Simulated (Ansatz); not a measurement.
# La on Ir(110): change of the work function, part 2 of 4

Wanted: Δφ(θ) for La/Ir(110), starting from the longbridge site.

Ansatz 0.2.0; plane-wave DFT, PBE, Ansatz PAW.

So far, work function, upper face (eV): step 2 (the clean slab) 4.93.

### 3. The covered slab, coverage 0.25 ML

System of this step: La/Ir(110). The cell holds 21 atoms: 20 Ir and 1 La. Cell: a = 7.680 Å, b = 5.431 Å, c = 26.416 Å, α = 90.0°, β = 90.0°, γ = 90.0°. Vacuum lies along c.

The clean slab as it ended is repeated in the plane and the adsorbate is set on one face; the cell's size fixes the coverage, and the k-mesh shrinks with it to keep the sampling density about even. Adsorbate and upper layers relax, since the dipole depends on the height.

input.yaml reads:

```yaml
crystal:
  lattice:
    - [7.68, 0.0, 0.0]
    - [0.0, 5.4305800796, 0.0]
    - [0.0, 0.0, 26.4164751891]
  atoms:
    - { symbol: Ir, position: [0.0, 0.0, 0.3406964758] }
    - { symbol: Ir, position: [0.25, 0.25, 0.3920903506] }
    - { symbol: Ir, position: [0.0, 0.0, 0.4413184777] }
    - { symbol: Ir, position: [0.25, 0.25, 0.4982629319] }
    - { symbol: Ir, position: [0.0, 0.0, 0.5416152592] }
    - { symbol: Ir, position: [0.0, 0.5, 0.3406964758] }
    - { symbol: Ir, position: [0.25, 0.75, 0.3920903506] }
    - { symbol: Ir, position: [0.0, 0.5, 0.4413184777] }
    - { symbol: Ir, position: [0.25, 0.75, 0.4982629319] }
    - { symbol: Ir, position: [0.0, 0.5, 0.5416152592] }
    - { symbol: Ir, position: [0.5, 0.0, 0.3406964758] }
    - { symbol: Ir, position: [0.75, 0.25, 0.3920903506] }
    - { symbol: Ir, position: [0.5, 0.0, 0.4413184777] }
    - { symbol: Ir, position: [0.75, 0.25, 0.4982629319] }
    - { symbol: Ir, position: [0.5, 0.0, 0.5416152592] }
    - { symbol: Ir, position: [0.5, 0.5, 0.3406964758] }
    - { symbol: Ir, position: [0.75, 0.75, 0.3920903506] }
    - { symbol: Ir, position: [0.5, 0.5, 0.4413184777] }
    - { symbol: Ir, position: [0.75, 0.75, 0.4982629319] }
    - { symbol: Ir, position: [0.5, 0.5, 0.5416152592] }
    - { symbol: La, position: [0.25, 0.0, 0.6593035242] }
kpoints:
  mp_grid: { grid: [4, 6, 1] }
hamiltonian:
  xc: pbe
scf:
  occupations: { method: fermi_dirac, width: 0.1 }
  convergence: { dr2_threshold: 1.0e-08 }
efield:
  axis: 3
  dipole_correction: true
  ramp_position: 0.97
  ramp_width: 0.06
relax:
  f_tol: 0.02
  max_steps: 60
  constraints: [{ sites: [0, 1, 5, 6, 10, 11, 15, 16] }]
output:
  bader: true
  dos: { projected: true, e_range: [-8, 4] }
  write_potential: true
  write_density: true
  volumetric_format: npy
  elf: true
```

On the command line:

```sh
> ansatz run input.yaml --threads 4 --pin off --max-ram 12288MiB --backend cpu --events-out ev --progress --plain --runs-dir out
```

Numbers of over 12 decimals in the logs are rounded to 6 here.

What it wrote:

```text
La: projections on atomic orbitals take those of the free atom [Kr 4d10] 4f0 5s2 5p6 5d1 6s2, of charge +0.00 (hamiltonian.pseudopotentials.projection_atoms); the dataset's partial waves leave at most 1.9e-5 of an orbital's norm unspanned inside its sphere
[...]
Crystal: 21 atoms, lattice volume = 1101.748 Å³
Basis set: ecut = 420 eV, 21487 PW (Γ), exchange–correlation on 108×80×360 points (8 copies of the dense FFT grid, shifted against one another)
Bands: 211, of which v1, the nominal top of the filled ones, is band 176 counted from 1 (175 counted from 0)
Symmetry: 4 space group operations
[...]
k-points: 12 of 24
[...]
SCF iter   1: F=—  HF=-244941.280959 eV  |F-HF|=—  |Δ(HF+E_count)|=         —  Δρ=3.90e-2  dr2=8.08e1  ethr=1.77e-3  p=0.655 e·Å  D=1.08e-1 V/Å  ΔV_dip=-2.84 eV  dr2_dipole=2.31e1  V_vac-E_F(+/−)=1.98/4.82 eV  ⟨swp⟩=7.8  Hψ=10651  notcnv=0
[...]
SCF iter  16: F=-244940.813259 eV  HF=-244940.813259 eV  |F-HF|=2.30e-9  |Δ(HF+E_count)|=   1.39e-8  Δρ=2.62e-7  dr2=2.42e-9  ethr=2.85e-12  p=0.551 e·Å  D=9.04e-2 V/Å  ΔV_dip=-2.39 eV  dr2_dipole=2.03e-11  V_vac-E_F(+/−)=2.58/4.97 eV  ⟨swp⟩=9.9  Hψ=16835  notcnv=0
SCF 1 converged in 16 iterations: F = -244940.813259 eV  dr2 = 2.42e-9
[...]
relax step   1: F+E_penalty+E_count = -244940.81325889 eV  Δ(F+E_penalty+E_count) = +0.000e0 eV  max|allowed force component| = 2.889e0 eV/Å  Δτ_max = 0.0000 Å  (16 SCF iters, accepted)
[...]
SCF iter  12: F=-244941.598213 eV  HF=-244941.598213 eV  |F-HF|=6.32e-9  |Δ(HF+E_count)|=   3.42e-8  Δρ=2.32e-7  dr2=1.13e-9  ethr=1.95e-12  p=0.574 e·Å  D=9.42e-2 V/Å  ΔV_dip=-2.49 eV  dr2_dipole=3.23e-12  V_vac-E_F(+/−)=2.49/4.98 eV  ⟨swp⟩=9.9  Hψ=17220  notcnv=0
SCF 2 converged in 12 iterations: F = -244941.598213 eV  dr2 = 1.13e-9
relax step   2: F+E_penalty+E_count = -244941.59821308 eV  Δ(F+E_penalty+E_count) = -7.850e-1 eV  max|allowed force component| = 3.273e0 eV/Å  Δτ_max = 0.1977 Å  (12 SCF iters, accepted)
[...]
SCF iter  11: F=-244942.321722 eV  HF=-244942.321722 eV  |F-HF|=2.57e-8  |Δ(HF+E_count)|=   5.06e-8  Δρ=3.76e-7  dr2=4.43e-9  ethr=2.21e-12  p=0.598 e·Å  D=9.82e-2 V/Å  ΔV_dip=-2.59 eV  dr2_dipole=1.71e-10  V_vac-E_F(+/−)=2.39/4.99 eV  ⟨swp⟩=11.2  Hψ=19241  notcnv=0
SCF 3 converged in 11 iterations: F = -244942.321722 eV  dr2 = 4.43e-9
[...]
relax step   3: F+E_penalty+E_count = -244942.32172200 eV  Δ(F+E_penalty+E_count) = -7.235e-1 eV  max|allowed force component| = 3.472e0 eV/Å  Δτ_max = 0.1921 Å  (11 SCF iters, accepted)
[...]
relax step   4: F+E_penalty+E_count = -244943.00916133 eV  Δ(F+E_penalty+E_count) = -6.874e-1 eV  max|allowed force component| = 3.333e0 eV/Å  Δτ_max = 0.1931 Å  (11 SCF iters, accepted)
[...]
relax step   5: F+E_penalty+E_count = -244943.63377165 eV  Δ(F+E_penalty+E_count) = -6.246e-1 eV  max|allowed force component| = 2.801e0 eV/Å  Δτ_max = 0.2000 Å  (10 SCF iters, accepted)
[...]
relax step   6: F+E_penalty+E_count = -244944.10046790 eV  Δ(F+E_penalty+E_count) = -4.667e-1 eV  max|allowed force component| = 1.662e0 eV/Å  Δτ_max = 0.1988 Å  (11 SCF iters, accepted)
[...]
relax step   7: F+E_penalty+E_count = -244944.36385388 eV  Δ(F+E_penalty+E_count) = -2.634e-1 eV  max|allowed force component| = 5.272e-1 eV/Å  Δτ_max = 0.2000 Å  (10 SCF iters, accepted)
[...]
relax step   8: F+E_penalty+E_count = -244944.40939987 eV  Δ(F+E_penalty+E_count) = -4.555e-2 eV  max|allowed force component| = 1.890e-1 eV/Å  Δτ_max = 0.1252 Å  (9 SCF iters, accepted)
[...]
relax step   9: F+E_penalty+E_count = -244944.41333372 eV  Δ(F+E_penalty+E_count) = -3.934e-3 eV  max|allowed force component| = 3.594e-2 eV/Å  Δτ_max = 0.0201 Å  (8 SCF iters, accepted)
SCF iter   1: F=—  HF=-244944.413835 eV  |F-HF|=—  |Δ(HF+E_count)|=         —  Δρ=2.21e-4  dr2=5.29e-4  ethr=2.37e-6  p=0.587 e·Å  D=9.64e-2 V/Å  ΔV_dip=-2.55 eV  dr2_dipole=1.21e-5  V_vac-E_F(+/−)=2.46/5.01 eV  ⟨swp⟩=2.0  Hψ=4185  notcnv=0
[...]
SCF iter   7: F=-244944.413837 eV  HF=-244944.413837 eV  |F-HF|=1.02e-8  |Δ(HF+E_count)|=   8.70e-8  Δρ=3.65e-7  dr2=3.24e-9  ethr=2.85e-12  p=0.587 e·Å  D=9.64e-2 V/Å  ΔV_dip=-2.55 eV  dr2_dipole=7.98e-11  V_vac-E_F(+/−)=2.46/5.01 eV  ⟨swp⟩=11.6  Hψ=18369  notcnv=0
SCF 10 converged in 7 iterations: F = -244944.413837 eV  dr2 = 3.24e-9
relax step  10: F+E_penalty+E_count = -244944.41383711 eV  Δ(F+E_penalty+E_count) = -5.034e-4 eV  max|allowed force component| = 7.981e-3 eV/Å  Δτ_max = 0.0037 Å  (7 SCF iters, accepted)
NSCF: frozen V_eff on 12 k-points
[...]
SCF converged after 7 iterations
Free energy (F): -244944.413837 eV
[...]
Internal energy: -244943.483764 eV  (E = F + TS)
E sigma→0 (E₀):  -244943.948800 eV
Entropy (-TS):   -0.930073 eV (-44.289 meV/atom)
Fermi energy:    4.312400 eV
Dipole field:    D = 0.096428 V/Å  (p = 0.587117 e·Å, saw-weighted, corrected)
Work function:   Φ+ = 2.4584 eV   Φ− = 5.0057 eV
[...]
--- Forces (eV/Å), atoms counted from 1 ---
  atom   1  Ir    -0.06603693     0.00000000     1.10685010
  atom   2  Ir     0.00000000    -0.07697904    -1.10415597
  atom   3  Ir    -0.00596792     0.00000000    -0.00798068
  atom   4  Ir     0.00000000     0.00008001     0.00151201
  atom   5  Ir     0.00385121     0.00000000     0.00097801
  atom   6  Ir    -0.04757019     0.00000000     1.17907624
  atom   7  Ir     0.00000000     0.07697904    -1.10415597
  atom   8  Ir    -0.00017202     0.00000000     0.00590654
  atom   9  Ir     0.00000000    -0.00008001     0.00151201
  atom  10  Ir    -0.00129527     0.00000000     0.00344140
  atom  11  Ir     0.06603693     0.00000000     1.10685010
  atom  12  Ir     0.00000000     0.02791238    -1.18120425
  atom  13  Ir     0.00596792     0.00000000    -0.00798068
  atom  14  Ir     0.00000000    -0.00172918    -0.00302309
  atom  15  Ir    -0.00385121     0.00000000     0.00097801
  atom  16  Ir     0.04757019     0.00000000     1.17907624
  atom  17  Ir     0.00000000    -0.02791238    -1.18120425
  atom  18  Ir     0.00017202     0.00000000     0.00590654
  atom  19  Ir     0.00000000     0.00172918    -0.00302309
  atom  20  Ir     0.00129527     0.00000000     0.00344140
  atom  21  La     0.00000000     0.00000000    -0.00282102
  max |Σ_I F_I| component: 2.04e-5 eV/Å
--- Band table (eV; the first three rows and the last of 12) ---
  k-point 0: bands = [... 172 lower, 4.3653, 4.3865, 4.5446, 4.7958, 4.8021, 4.8736, 4.8887, 4.9919, ... 31 higher]
  k-point 1: bands = [... 172 lower, 4.2396, 4.2461, 4.3854, 4.4256, 4.4812, 4.5238, 4.6091, 4.6326, ... 31 higher]
  k-point 2: bands = [... 172 lower, 3.9332, 3.9893, 4.0646, 4.1081, 4.2407, 4.3350, 4.3430, 4.3772, ... 31 higher]
  k-point 11: bands = [... 172 lower, 3.9110, 3.9755, 4.0984, 4.1016, 4.1665, 4.1833, 4.1893, 4.2163, ... 31 higher]
--- Relaxed structure (10 steps of the walk, 10 accepted, 0 SCFs on fresh bases) ---
  F+E_penalty+E_count = -244944.41383711 eV   max|allowed force component| = 7.981e-3 eV/Å
  atoms:
    - { symbol: Ir, position: [0.0, 0.0, 0.340696] }
    - { symbol: Ir, position: [0.25, 0.25, 0.3920903506] }
    - { symbol: Ir, position: [0.00171803, 0.0, 0.440980] }
    - { symbol: Ir, position: [0.25, 0.250005, 0.500907] }
    - { symbol: Ir, position: [-0.012165, 0.0, 0.542607] }
    - { symbol: Ir, position: [0.0, 0.5, 0.340696] }
    - { symbol: Ir, position: [0.25, 0.750000, 0.3920903506] }
    - { symbol: Ir, position: [0.00418035, 0.5, 0.441619] }
    - { symbol: Ir, position: [0.25, 0.749995, 0.500907] }
    - { symbol: Ir, position: [-0.00326169, 0.5, 0.544300] }
    - { symbol: Ir, position: [0.5, 0.0, 0.340696] }
    - { symbol: Ir, position: [0.75, 0.25, 0.3920903506] }
    - { symbol: Ir, position: [0.498282, 0.0, 0.440980] }
    - { symbol: Ir, position: [0.75, 0.257339, 0.496102] }
    - { symbol: Ir, position: [0.512165, 0.0, 0.542607] }
    - { symbol: Ir, position: [0.5, 0.5, 0.340696] }
    - { symbol: Ir, position: [0.75, 0.750000, 0.3920903506] }
    - { symbol: Ir, position: [0.495820, 0.5, 0.441619] }
    - { symbol: Ir, position: [0.75, 0.742661, 0.496102] }
    - { symbol: Ir, position: [0.503262, 0.5, 0.544300] }
    - { symbol: La, position: [0.25, 0.0, 0.610612] }
--- Bader charges: 21 sites ---
  site symbol  charge [e]  shift [e]
     0     Ir     -0.0620     0.0001
     1     Ir      0.0470     0.0001
     2     Ir      0.0149     0.0000
     3     Ir     -0.0428     0.0001
     4     Ir     -0.3584     0.0001
     5     Ir     -0.0653     0.0001
     6     Ir      0.0470     0.0001
     7     Ir      0.0250     0.0000
     8     Ir     -0.0428     0.0001
     9     Ir     -0.2419     0.0002
    10     Ir     -0.0620     0.0001
    11     Ir      0.0506     0.0001
    12     Ir      0.0149     0.0000
    13     Ir     -0.0210     0.0001
    14     Ir     -0.3584     0.0001
    15     Ir     -0.0653     0.0001
    16     Ir      0.0507     0.0001
    17     Ir      0.0250     0.0000
    18     Ir     -0.0209     0.0001
    19     Ir     -0.2419     0.0002
    20     La      1.3076     0.0001
  estimated error of the sums over rays = 7.4e-4 e
```

Elapsed: 20 min, on 4 threads of Intel Xeon Platinum 8175M at 2.50GHz (Skylake/Cascade Lake), shared host; peak memory 5.8 GiB.

Step by step:

```csv
step,energy less that of the first step (eV),largest force component (eV/Å)
1,0.0000,2.8892
2,-0.7850,3.2732
3,-1.5085,3.4723
4,-2.1959,3.3330
5,-2.8205,2.8014
6,-3.2872,1.6624
7,-3.5506,0.5272
8,-3.5961,0.1890
9,-3.6001,0.0359
10,-3.6006,0.0080
```

Forces are held to the 4 operations that the run works with; a distortion that breaks them can't arise in this run.

The atoms that moved most (Å):

```csv
atom,dx,dy,dz,length
La21,0.000,0.000,-1.286,1.286
Ir15,0.093,0.000,0.026,0.097
Ir5,-0.093,0.000,0.026,0.097
Ir20,0.025,0.000,0.071,0.075
Ir10,-0.025,0.000,0.071,0.075
Ir4,0.000,0.000,0.070,0.070
Ir9,0.000,0.000,0.070,0.070
Ir19,0.000,-0.040,-0.057,0.070
```

The relaxed structure:

```xyz
21
Lattice="7.6800 0.0000 0.0000 0.0000 5.4306 0.0000 0.0000 0.0000 26.4165" Properties=species:S:1:pos:R:3
Ir    0.0000    0.0000    9.0000
Ir    1.9200    1.3576   10.3576
Ir    0.0132    0.0000   11.6491
Ir    1.9200    1.3577   13.2322
Ir   -0.0934    0.0000   14.3338
Ir    0.0000    2.7153    9.0000
Ir    1.9200    4.0729   10.3576
Ir    0.0321    2.7153   11.6660
Ir    1.9200    4.0729   13.2322
Ir   -0.0250    2.7153   14.3785
Ir    3.8400    0.0000    9.0000
Ir    5.7600    1.3576   10.3576
Ir    3.8268    0.0000   11.6491
Ir    5.7600    1.3975   13.1053
Ir    3.9334    0.0000   14.3338
Ir    3.8400    2.7153    9.0000
Ir    5.7600    4.0729   10.3576
Ir    3.8079    2.7153   11.6660
Ir    5.7600    4.0331   13.1053
Ir    3.8650    2.7153   14.3785
La    1.9200    0.0000   16.1302
```

Numbers from this step:

```
energy at zero smearing        : -244943.9488 eV
work function, upper face      : 2.458 eV
work function, lower face      : 5.006 eV
dipole along the normal        : 0.5871 e·Å
step between the vacuum levels : -2.547 eV
```

Running mean over 1.358 Å of the planar mean; the ramp of the sawtooth is left out. Electron's electrostatic potential energy less the Fermi level against z:

```
z (Å)  electron's electrostatic potential energy less the Fermi level (eV)
  3.5                                                                 5.01
  4.0                                                                 5.01
  4.5                                                                 5.00
  5.0                                                                 5.00
  5.5                                                                 5.00
  6.0                                                                 4.98
  6.5                                                                 4.90
  7.0                                                                 4.61
  7.5                                                                 3.51
  8.0                                                               -0.364
  8.5                                                                -6.53
  9.0                                                                -11.2
  9.5                                                                -12.7
 10.0                                                                -13.3
 10.5                                                                -13.9
 11.0                                                                -14.1
 11.5                                                                -13.5
 12.0                                                                -12.1
 12.5                                                                -11.7
 13.0                                                                -13.0
 13.5                                                                -14.9
 14.0                                                                -14.6
 14.5                                                                -11.6
 15.0                                                                -6.40
 15.5                                                                -2.08
 16.0                                                               -0.686
 16.5                                                               -0.198
 17.0                                                                0.765
 17.5                                                                 1.77
 18.0                                                                 2.23
 18.5                                                                 2.37
 19.0                                                                 2.42
 19.5                                                                 2.44
 20.0                                                                 2.45
 20.5                                                                 2.46
 21.0                                                                 2.46
 21.5                                                                 2.46
 22.0                                                                 2.46
 22.5                                                                 2.46
 23.0                                                                 2.46
```

The density of states has structure finer than the step of the table below, so its rows give means over 0.25 eV, whole bins alone (the curve runs from -8 to 1.98 eV). Peaks (eV: height): -4.900: 35.4, -4.660: 43.0, -4.600: 35.0, -3.370: 36.2, -3.040: 43.8, -0.030: 40.6, 0.420: 39.2.

The density of states by energy, zero at the Fermi level; means over each step:

```
energy (eV)  density of states (states/eV a cell)
      -7.75                                  5.30
      -7.50                                  7.51
      -7.25                                  8.43
      -7.00                                  18.0
      -6.75                                  12.9
      -6.50                                  18.4
      -6.25                                  21.2
      -6.00                                  23.5
      -5.75                                  18.7
      -5.50                                  21.6
      -5.25                                  17.0
      -5.00                                  20.1
      -4.75                                  30.8
      -4.50                                  25.1
      -4.25                                  22.7
      -4.00                                  24.3
      -3.75                                  24.0
      -3.50                                  29.3
      -3.25                                  31.9
      -3.00                                  36.8
      -2.75                                  29.4
      -2.50                                  23.1
      -2.25                                  21.5
      -2.00                                  23.9
      -1.75                                  27.3
      -1.50                                  27.8
      -1.25                                  27.5
      -1.00                                  24.8
      -0.75                                  26.0
      -0.50                                  26.7
      -0.25                                  25.2
       0.00                                  29.5
       0.25                                  26.8
       0.50                                  30.9
       0.75                                  24.9
       1.00                                  25.3
       1.25                                  14.3
       1.50                                  16.4
       1.75                                  13.1
```

Projected DOS per atom over height of the atomic layer and energy from the Fermi level. Layers: Ir4 Ir4 Ir4 Ir4 Ir4 La from below.

Ten even steps from '_' (0.1 states/eV) to '@' (10.0 states/eV), each cell a mean:
```
__________@@
__________::
........____
..........__
....__....__
....__......
..__..__..__
..........__
..______..__
..______..__
..........__
..........__
..........__
....__....__
..........__
________..__
__..__..____
__......____
____....____
____..______
____________
____________
```
Columns: height of the atomic layer (Å) from 9 to 16.1 (not evenly spaced); rows upwards: energy from the Fermi level (eV) from -7.96 to 1.95.

Valence density in the ca plane at fractional y = 0.000, with atoms of Ir and La within 0.2 Å of it. It is the smooth field of the valence electrons, not physical close to the nuclei.

Ten steps, logarithmic in the rise over the least value, from '0' (0.0 e/Å³) to '9' (9.0 e/Å³), each cell a mean:
```
01479996446999744689985210000000000000000000
01357875335787533478864210000000000000000000
00134543333454333345542100000000000000000000
00112233333332333333321000000000000000000000
00011223333222233332211000000000000000000000
00011223333222233332211000000000000000000000
00112233333332333333221000000000000000000000
00134543333454333345542100000000000000000000
01357875335787533578874210000000000000000000
01479996446999744689985210000000000000000000
01489996447999744689985311000000000000000000
01368985446898643478874322100000000000000000
01246654334666433345544444321000000000000000
00123333333333333333334566531000000000000000
00011223333222233332235666642000000000000000
00011223333222233332235666652100000000000000
00011223333222233332235666642000000000000000
00123333333343333333334565531000000000000000
01246664334676433346554444321000000000000000
01368985446898643478874322100000000000000000
01489997447999744689985311000000000000000000
```
Columns run along c (16.0 Å, from fractional 0.27 to 0.88 of the cell), rows up along a (7.7 Å). Atoms in or near the plane, at fractional coordinates: Ir at (0.34, 0.00), Ir at (0.44, 0.00), Ir at (0.54, 0.99), Ir at (0.34, 0.50), Ir at (0.44, 0.50), Ir at (0.54, 0.51), La at (0.61, 0.25).

(Continued in part 3 of 4.)

[Logs are printed without paths, hosts, clocks, repeated set-up lines and the standing remarks that a program may print on its own settings, such as how far it seeks lower states.]

[Hosts, paths, dates, database ids (printed as entryN), source tags and the programs' standing remarks are cut or masked in the printed files.]

[Maps of the electrostatic potential energy from Ansatz leave out the sawtooth potential of an applied field or a dipole correction, so their vacuum need not be flat; planar profiles and work functions include it.]
